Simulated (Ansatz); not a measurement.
# CsZnH3 in P4/mbm, a phase reached by a soft mode: a soft mode frozen in, part 2 of 3

Which phase does CsZnH3 in P4/mbm, a phase reached by a soft mode fall into along its unstable mode, and how much energy does it gain?

Ansatz 0.2.0; DFT r2SCAN, scalar-relativistic, plane waves, PAW; PAW set soft_1.

So far. Step 4 (The mode frozen in, largest atomic shift 0.32 Å): The run ends at a pressure of 0.99 GPa, with forces up to 0.54 eV/Å.

The structure was built from a prototype and need not be the compound's stable phase.

**5. Energy along the mode, all amplitudes (two of the runs are shown above)**

An imaginary frequency means negative curvature, so the energy should fall and then rise again as anharmonic terms take over.

Numbers from this step:

```yaml
depth_at_the_lowest_point_sampled: 9.87 meV/atom
largest_atomic_shift_at_that_point: 0.32 Å
```

Energy from the parent against largest atomic shift:

| largest atomic shift (Å) | energy from the parent (meV/atom) |
| --- | --- |
| 0.000 | 0 |
| 0.040 | -0.277 |
| 0.080 | -1.08 |
| 0.140 | -3.12 |
| 0.220 | -6.66 |
| 0.320 | -9.87 |
| 0.450 | -3.39 |
| 0.600 | 44.0 |

Displacement at unit largest shift by atom:

| atom | x (Å) | y (Å) | z (Å) | size |
| --- | --- | --- | --- | --- |
| Cs1 | 0.00 | 0.00 | -0.01 | 0.01 |
| Cs2 | 0.00 | 0.00 | -0.01 | 0.01 |
| Zn3 | 0.00 | 0.00 | 0.05 | 0.05 |
| Zn4 | 0.00 | 0.00 | 0.05 | 0.05 |
| H5 | 0.00 | 0.00 | -0.53 | 0.53 |
| H6 | 0.00 | 0.00 | -0.53 | 0.53 |
| H7 | 0.00 | 0.00 | -0.53 | 0.53 |
| H8 | 0.00 | 0.00 | -0.53 | 0.53 |
| H9 | 0.00 | 0.00 | -1.00 | 1.00 |
| H10 | 0.00 | 0.00 | -1.00 | 1.00 |

The lowest of the steps tried is at 0.32 Å, 9.87 meV/atom below the parent; the bottom of the well need not coincide with a step.

**6. Relaxation from the frozen mode**

Starting from the lowest point found, all atoms and the cell are let go, so that strain and other modes of the same symmetry can join in.

Input file input.yaml:

```yaml
crystal:
  lattice:
    - [6.1764896935, 0.0, 0.0]
    - [0.0, 6.1764896935, 0.0]
    - [0.0, 0.0, 4.137498164]
  atoms:
    - { symbol: Cs, position: [0.5, 0.5, -0.000733395] }
    - { symbol: Cs, position: [0.0, 0.0, -0.000733395] }
    - { symbol: Zn, position: [0.0, 0.5, 0.5039447903] }
    - { symbol: Zn, position: [0.5, 0.0, 0.5039447903] }
    - { symbol: H, position: [0.1853965177, 0.3146034823, 0.459088272] }
    - { symbol: H, position: [0.8146034823, 0.6853965177, 0.459088272] }
    - { symbol: H, position: [0.3146034823, 0.8146034823, 0.459088272] }
    - { symbol: H, position: [0.6853965177, 0.1853965177, 0.459088272] }
    - { symbol: H, position: [0.0, 0.5, -0.077341424] }
    - { symbol: H, position: [0.5, 0.0, -0.077341424] }
kpoints:
  mp_grid: { grid: [4, 4, 6] }
hamiltonian:
  xc: r2scan
  pseudopotentials: { kind: paw, azcp: { folder: soft_1 } }
scf:
  occupations: { method: fixed }
output:
  forces: true
  stress: true
  eigenvalues: true
relax:
  adjacent_minimum: "off"
  f_tol: 0.002
  max_steps: 120
  cell: { stress_tol: 0.03 }
```

Command:

```console
> ansatz run input.yaml --threads 4 --pin off --max-ram 16384MiB --backend cpu --events-out ev --progress --plain --runs-dir out
```

Numbers of over 12 decimals in the logs are rounded to 6 here.

The program printed:

```text
[...]
Crystal: 10 atoms, lattice volume = 157.842 Å³
Basis set: ecut = 500 eV, 4031 PW (Γ), exchange–correlation on 192×192×128 points (64 copies of the dense FFT grid, shifted against one another)
Bands: 34, of which v1, the nominal top of the filled ones, is band 24 counted from 1 (23 counted from 0)
Symmetry: 8 space group operations
[...]
k-points: 24 of 96 (time reversal used)
[...]
SCF iter   1: F=—  HF=-18123.402128 eV  |F-HF|=—  |Δ(HF+E_count)|=         —  Δρ=1.01e-1  dr2=1.33e1  dr2_τ=4.86e-2  ethr=3.10e-3  ⟨swp⟩=5.0  Hψ=3474  notcnv=0  defer=176
[...]
SCF iter   9: F=-18120.062501 eV  HF=-18120.062501 eV  |F-HF|=4.22e-8  |Δ(HF+E_count)|=   4.56e-8  Δρ=7.60e-6  dr2=5.59e-8  dr2_τ=6.04e-10  ethr=2.08e-10  ⟨swp⟩=14.4  Hψ=5485  notcnv=0
SCF 1 converged in 9 iterations: F = -18120.062501 eV  dr2 = 5.59e-8
[...]
relax step   1: F+E_penalty+E_count = -18120.06250113 eV  Δ(F+E_penalty+E_count) = +0.000e0 eV  max|allowed force component| = 5.420e-1 eV/Å  Δτ_max = 0.0000 Å  P = +0.986 GPa  Ω = 157.842 Å³  (9 SCF iters, dr2 threshold 1.00e-7 eV, accepted)
Crystal: 10 atoms, lattice volume = 164.868 Å³
Basis set: ecut = 500 eV, 4199 PW (Γ), exchange–correlation on 192×192×128 points (64 copies of the dense FFT grid, shifted against one another)
[...]
iter 1 solved again at ethr=1.53e-4 eV; its pass at ethr=3.10e-3 eV (dr2=7.34e-2 eV) is discarded
[...]
SCF iter   7: F=-18120.320814 eV  HF=-18120.320814 eV  |F-HF|=3.96e-8  |Δ(HF+E_count)|=   2.26e-6  Δρ=1.67e-5  dr2=4.76e-7  dr2_τ=1.19e-8  ethr=2.08e-9  ⟨swp⟩=11.8  Hψ=5771  notcnv=0
SCF 2 converged in 7 iterations: F = -18120.320814 eV  dr2 = 4.76e-7
[...]
relax step   2: F+E_penalty+E_count = -18120.32081413 eV  Δ(F+E_penalty+E_count) = -2.583e-1 eV  max|allowed force component| = 5.085e-1 eV/Å  Δτ_max = 0.1950 Å  P = +0.079 GPa  Ω = 164.868 Å³  energy of the carried Pulay correction = -1.158e-3 eV  (7 SCF iters, dr2 threshold 1.00e-6 eV, accepted)
Crystal: 10 atoms, lattice volume = 170.424 Å³
Basis set: ecut = 500 eV, 4281 PW (Γ), exchange–correlation on 192×192×128 points (64 copies of the dense FFT grid, shifted against one another)
[...]
SCF iter   7: F=-18120.525144 eV  HF=-18120.525144 eV  |F-HF|=2.66e-8  |Δ(HF+E_count)|=   9.83e-7  Δρ=5.05e-6  dr2=5.16e-8  dr2_τ=1.34e-9  ethr=2.08e-9  ⟨swp⟩=13.4  Hψ=5638  notcnv=0
SCF 3 converged in 7 iterations: F = -18120.525144 eV  dr2 = 5.16e-8
relax step   3: F+E_penalty+E_count = -18120.52514421 eV  Δ(F+E_penalty+E_count) = -2.043e-1 eV  max|allowed force component| = 4.381e-1 eV/Å  Δτ_max = 0.0644 Å  P = +0.012 GPa  Ω = 170.424 Å³  energy of the carried Pulay correction = -2.038e-3 eV  (7 SCF iters, dr2 threshold 1.00e-6 eV, accepted)
[... from here on, the SCF cycles and remarks between the steps are left out ...]
relax step   4: F+E_penalty+E_count = -18120.72781400 eV  Δ(F+E_penalty+E_count) = -2.027e-1 eV  max|allowed force component| = 2.882e-1 eV/Å  Δτ_max = 0.0929 Å  P = +0.761 GPa  Ω = 176.078 Å³  energy of the carried Pulay correction = -2.904e-3 eV  (8 SCF iters, dr2 threshold 1.00e-6 eV, accepted)
relax step   5: F+E_penalty+E_count = -18120.83886880 eV  Δ(F+E_penalty+E_count) = -1.111e-1 eV  max|allowed force component| = 2.735e-1 eV/Å  Δτ_max = 0.1287 Å  P = +0.135 GPa  Ω = 181.653 Å³  energy of the carried Pulay correction = -3.730e-3 eV  (7 SCF iters, dr2 threshold 1.00e-6 eV, accepted)
relax step   6: F+E_penalty+E_count = -18120.87530271 eV  Δ(F+E_penalty+E_count) = -3.643e-2 eV  max|allowed force component| = 1.690e-1 eV/Å  Δτ_max = 0.0473 Å  P = +0.160 GPa  Ω = 181.827 Å³  energy of the carried Pulay correction = -3.756e-3 eV  (6 SCF iters, dr2 threshold 1.00e-6 eV, accepted)
relax step   7: F+E_penalty+E_count = -18120.88989469 eV  Δ(F+E_penalty+E_count) = -1.459e-2 eV  max|allowed force component| = 1.270e-1 eV/Å  Δτ_max = 0.0762 Å  P = +0.022 GPa  Ω = 185.920 Å³  energy of the carried Pulay correction = -4.345e-3 eV  (6 SCF iters, dr2 threshold 1.00e-6 eV, accepted)
relax step   8: F+E_penalty+E_count = -18120.89159443 eV  Δ(F+E_penalty+E_count) = -1.700e-3 eV  max|allowed force component| = 7.032e-2 eV/Å  Δτ_max = 0.0198 Å  P = -0.042 GPa  Ω = 185.772 Å³  energy of the carried Pulay correction = -4.324e-3 eV  (6 SCF iters, dr2 threshold 1.00e-6 eV, accepted)
relax step   9: F+E_penalty+E_count = -18120.89314657 eV  Δ(F+E_penalty+E_count) = -1.552e-3 eV  max|allowed force component| = 2.500e-2 eV/Å  Δτ_max = 0.0106 Å  P = +0.021 GPa  Ω = 184.838 Å³  energy of the carried Pulay correction = -4.190e-3 eV  (6 SCF iters, dr2 threshold 3.09e-7 eV, accepted)
relax step  10: F+E_penalty+E_count = -18120.89325757 eV  Δ(F+E_penalty+E_count) = -1.110e-4 eV  max|allowed force component| = 3.930e-3 eV/Å  Δτ_max = 0.0032 Å  P = +0.019 GPa  Ω = 185.219 Å³  energy of the carried Pulay correction = -4.245e-3 eV  (6 SCF iters, dr2 threshold 3.91e-8 eV, accepted)
relax step  11: F+E_penalty+E_count = -18120.89326356 eV  Δ(F+E_penalty+E_count) = -5.996e-6 eV  max|allowed force component| = 3.576e-4 eV/Å  Δτ_max = 0.0005 Å  P = +0.004 GPa  Ω = 185.288 Å³  energy of the carried Pulay correction = -4.255e-3 eV  (6 SCF iters, dr2 threshold 9.66e-10 eV, accepted)
relax step  12: F+E_penalty+E_count = -18120.91476243 eV  Δ(F+E_penalty+E_count) = -2.150e-2 eV  max|allowed force component| = 3.504e-3 eV/Å  Δτ_max = 0.0000 Å  P = +0.107 GPa  Ω = 185.288 Å³  stress off target by 2.78e-1 GPa  SCF on the basis re-selected at this cell (its energy is not comparable with the rows above)  (8 SCF iters)
relax step  13: F+E_penalty+E_count = -18120.91647502 eV  Δ(F+E_penalty+E_count) = -1.713e-3 eV  max|allowed force component| = 1.688e-2 eV/Å  Δτ_max = 0.0124 Å  P = +0.047 GPa  Ω = 186.260 Å³  energy of the carried Pulay correction = -1.345e-4 eV  (6 SCF iters, dr2 threshold 1.93e-7 eV, accepted)
relax step  14: F+E_penalty+E_count = -18120.91669922 eV  Δ(F+E_penalty+E_count) = -2.242e-4 eV  max|allowed force component| = 7.130e-3 eV/Å  Δτ_max = 0.0052 Å  P = +0.003 GPa  Ω = 186.732 Å³  energy of the carried Pulay correction = -2.009e-4 eV  (6 SCF iters, dr2 threshold 4.88e-8 eV, accepted)
relax step  15: F+E_penalty+E_count = -18120.91671598 eV  Δ(F+E_penalty+E_count) = -1.676e-5 eV  max|allowed force component| = 7.365e-4 eV/Å  Δτ_max = 0.0008 Å  P = -0.000 GPa  Ω = 186.689 Å³  energy of the carried Pulay correction = -1.946e-4 eV  (6 SCF iters, dr2 threshold 3.18e-9 eV, accepted)
[...]
SCF iter   6: F=-18120.916952 eV  HF=-18120.916952 eV  |F-HF|=7.64e-11  |Δ(HF+E_count)|=   1.04e-9  Δρ=1.27e-7  dr2=1.20e-11  dr2_τ=8.57e-12  ethr=1.00e-12  ⟨swp⟩=14.2  Hψ=6148  notcnv=0
SCF 16 converged in 6 iterations: F = -18120.916952 eV  dr2 = 1.20e-11
relax step  16: F+E_penalty+E_count = -18120.91695163 eV  Δ(F+E_penalty+E_count) = -2.357e-4 eV  max|allowed force component| = 6.660e-4 eV/Å  Δτ_max = 0.0000 Å  P = +0.000 GPa  Ω = 186.689 Å³  stress off target by 5.01e-3 GPa  SCF on the basis re-selected at this cell (its energy is not comparable with the rows above)  (6 SCF iters)
[...]
SCF converged after 6 iterations
Free energy (F): -18120.916952 eV
[...]
Internal energy: -18120.916952 eV  (E = F + TS)
E sigma→0 (E₀):  -18120.916952 eV
Fermi energy:    2.420652 eV
[...]
--- Forces (eV/Å), atoms counted from 1 ---
  atom   1  Cs    -0.00000000     0.00000000    -0.00041512
  atom   2  Cs     0.00000000    -0.00000000    -0.00041512
  atom   3  Zn    -0.00000000     0.00000000    -0.00066568
  atom   4  Zn     0.00000000    -0.00000000    -0.00066568
  atom   5  H      0.00013473    -0.00013473     0.00029801
  atom   6  H     -0.00013473     0.00013473     0.00029801
  atom   7  H     -0.00013473    -0.00013473     0.00029801
  atom   8  H      0.00013473     0.00013473     0.00029801
  atom   9  H      0.00000000    -0.00000000     0.00048645
  atom  10  H      0.00000000     0.00000000     0.00048645
  max |Σ_I F_I| component: 3.34e-6 eV/Å
--- Stress (GPa, compression-positive) ---
       -0.002171      -0.000000       0.000000
       -0.000000      -0.002171      -0.000000
        0.000000      -0.000000       0.005015
  P = ⅓ Tr σ = 0.0002 GPa (0.002 kbar)
--- Band table (eV; the first three rows and the last of 24) ---
  k-point 0: bands = [... 20 lower, 1.3747, 1.3747, 1.8286, 2.4207, 6.8005, 6.8118, 7.5399, 7.6791, ... 6 higher]
  k-point 1: bands = [... 20 lower, 1.2803, 1.2803, 1.5710, 2.1756, 6.7145, 7.0954, 7.5721, 7.5721, ... 6 higher]
  k-point 2: bands = [... 20 lower, 1.0389, 1.1012, 1.1012, 1.6974, 6.7957, 7.3226, 7.3226, 7.9137, ... 6 higher]
  k-point 23: bands = [... 20 lower, 1.2966, 1.2966, 1.8656, 1.8656, 6.8768, 6.8768, 8.4045, 8.4045, ... 6 higher]
--- Relaxed structure (14 steps of the walk, 14 accepted, 2 SCFs on fresh bases) ---
  F+E_penalty+E_count = -18120.91695163 eV   max|allowed force component| = 6.660e-4 eV/Å   (the final SCF, on the basis selected at the relaxed cell)
  cell:  # Å, volume = 186.6886 Å³
    - [5.927903, 0, 0]
    - [0, 5.927903, 0.0]
    - [0, 0.0, 5.312704]
  atoms:
    - { symbol: Cs, position: [0.5, 0.5, 0.029496] }
    - { symbol: Cs, position: [0, 1.5403367504316375e-19, 0.029496] }
    - { symbol: Zn, position: [0, 0.5, 0.563865] }
    - { symbol: Zn, position: [0.5, 1.540336750431638e-19, 0.563865] }
    - { symbol: H, position: [0.173710, 0.326290, 0.441361] }
    - { symbol: H, position: [0.826290, 0.673710, 0.441361] }
    - { symbol: H, position: [0.326290, 0.826290, 0.441361] }
    - { symbol: H, position: [0.673710, 0.173710, 0.441361] }
    - { symbol: H, position: [0, 0.5, -0.132037] }
    - { symbol: H, position: [0.5, 1.540336750431635e-19, -0.132037] }
```

It took 2.5 min on 4 threads of Arm Neoverse V1, shared host; peak memory 0.85 GiB; 9.5 min of CPU time.

Step by step:

| step | energy less that of the first step (eV) | largest force component (eV/Å) | pressure (GPa) | volume (Å³) |
| --- | --- | --- | --- | --- |
| 1 | 0.0000 | 0.5420 | 0.99 | 157.84 |
| 2 | -0.2583 | 0.5085 | 0.08 | 164.87 |
| 3 | -0.4626 | 0.4381 | 0.01 | 170.42 |
| 4 | -0.6653 | 0.2882 | 0.76 | 176.08 |
| 5 | -0.7764 | 0.2735 | 0.14 | 181.65 |
| 6 | -0.8128 | 0.1690 | 0.16 | 181.83 |
| 7 | -0.8274 | 0.1270 | 0.02 | 185.92 |
| 8 | -0.8291 | 0.0703 | -0.04 | 185.77 |
| 9 | -0.8306 | 0.0250 | 0.02 | 184.84 |
| 10 | -0.8308 | 0.0039 | 0.02 | 185.22 |
| 11 | -0.8308 | 0.0004 | 0.00 | 185.29 |
| 12* | -0.8523 | 0.0035 | 0.11 | 185.29 |
| 13 | -0.8540 | 0.0169 | 0.05 | 186.26 |
| 14 | -0.8542 | 0.0071 | 0.00 | 186.73 |
| 15 | -0.8542 | 0.0007 | 0.00 | 186.69 |
| 16* | -0.8545 | 0.0007 | 0.00 | 186.69 |

Relaxation steps marked * repeat the geometry before them on a plane-wave basis chosen anew for their cell, so energy and pressure can jump there.

The run keeps the 8 symmetry operations that it works with, so distortions that break them were not tested.

| cell as run | before | after | change |
| --- | --- | --- | --- |
| a (Å) | 6.176 | 5.928 | -4.0 % |
| b (Å) | 6.176 | 5.928 | -4.0 % |
| c (Å) | 4.137 | 5.313 | +28.4 % |
| volume (Å³/atom) | 15.78 | 18.67 | +18.3 % |

The atoms that moved most (Å, as changes of fractional coordinates times the final cell):

| atom | dx | dy | dz | length |
| --- | --- | --- | --- | --- |
| Zn3 | 0.000 | 0.000 | 0.318 | 0.318 |
| Zn4 | 0.000 | 0.000 | 0.318 | 0.318 |
| H9 | 0.000 | 0.000 | -0.291 | 0.291 |
| H10 | 0.000 | 0.000 | -0.291 | 0.291 |
| Cs2 | 0.000 | 0.000 | 0.161 | 0.161 |
| Cs1 | 0.000 | 0.000 | 0.161 | 0.161 |
| H5 | -0.069 | 0.069 | -0.094 | 0.136 |
| H6 | 0.069 | -0.069 | -0.094 | 0.136 |

Numbers from this step:

| Property | Result |
| --- | --- |
| pressure | 2.24e-4 GPa |
| gap on the k-mesh | 3.853 eV |
| volume per atom | 18.67 Å³ |

The distorted start has space group P4bm; the relaxation ends in P4bm.

**7. The new phase in its own primitive cell**

The relaxed structure is symmetrised, reduced to its primitive cell and relaxed tightly, as its phonons need.

Input file input.yaml:

```yaml
crystal:
  lattice:
    - [5.927903034, 0.0, 0.0]
    - [0.0, 5.927903034, 0.0]
    - [0.0, 0.0, 5.3127044245]
  atoms:
    - { symbol: Cs, position: [0.5, 0.5, 0.0294963537] }
    - { symbol: Cs, position: [0.0, 0.0, 0.0294963537] }
    - { symbol: Zn, position: [0.0, 0.5, 0.5638645355] }
    - { symbol: Zn, position: [0.5, 0.0, 0.5638645355] }
    - { symbol: H, position: [0.1737101989, 0.3262898011, 0.4413613099] }
    - { symbol: H, position: [0.8262898011, 0.6737101989, 0.4413613099] }
    - { symbol: H, position: [0.3262898011, 0.8262898011, 0.4413613099] }
    - { symbol: H, position: [0.6737101989, 0.1737101989, 0.4413613099] }
    - { symbol: H, position: [0.0, 0.5, 0.8679630063] }
    - { symbol: H, position: [0.5, 0.0, 0.8679630063] }
kpoints:
  mp_grid: { grid: [4, 4, 4] }
hamiltonian:
  xc: r2scan
  pseudopotentials: { kind: paw, azcp: { folder: soft_1 } }
scf:
  occupations: { method: fixed }
output:
  forces: true
  stress: true
  eigenvalues: true
relax:
  adjacent_minimum: "off"
  f_tol: 0.001
  max_steps: 60
  cell: { stress_tol: 0.01 }
```

The program printed:

```text
[...]
Crystal: 10 atoms, lattice volume = 186.689 Å³
Basis set: ecut = 500 eV, 4711 PW (Γ), exchange–correlation on 180×180×160 points (64 copies of the dense FFT grid, shifted against one another)
Bands: 34, of which v1, the nominal top of the filled ones, is band 24 counted from 1 (23 counted from 0)
Symmetry: 8 space group operations
[...]
- { symbol: Zn, position: [0.0, 0.5, 0.5638645355] }
    - { symbol: Zn, position: [0.5, 0.0, 0.5638645355] }
    - { symbol: H, position: [0.1737101989, 0.326290, 0.4413613099] }
    - { symbol: H, position: [0.8262898011, 0.6737101989, 0.4413613099] }
    - { symbol: H, position: [0.326290, 0.8262898011, 0.4413613099] }
    - { symbol: H, position: [0.6737101989, 0.1737101989, 0.4413613099] }
    - { symbol: H, position: [0.0, 0.5, 0.867963] }
    - { symbol: H, position: [0.5, 0.0, 0.867963] }
[key lines of the parts left out:]
SCF converged after 7 iterations
Free energy (F): -18120.916857 eV
Fermi energy:    2.420685 eV
P = ⅓ Tr σ = 0.0003 GPa (0.003 kbar)
```

Elapsed: 15 s, on 4 threads; peak memory 0.81 GiB; 59 s of CPU time.

Little changed from the start: no atom moved by 0.005 Å and no cell edge by 0.1 %.

A gap read on the k-mesh alone can miss the band edges.

Numbers from this step:

* pressure: 3.16e-4 GPa
* gap on the k-mesh: 3.870 eV
* direct gap on mesh: 4.109 eV

The largest force component left is 0.52 meV/Å and the pressure is 0.000 GPa, within the tolerances set. The cell now holds 18.67 Å³/atom.

[end of part 2 of 3]

[Logs are printed without paths, hosts, clocks, repeated set-up lines and the standing remarks that a program may print on its own settings, such as how far it seeks lower states.]

[Hosts, paths, dates, database ids (printed as entryN), source tags and the programs' standing remarks are cut or masked in the printed files.]
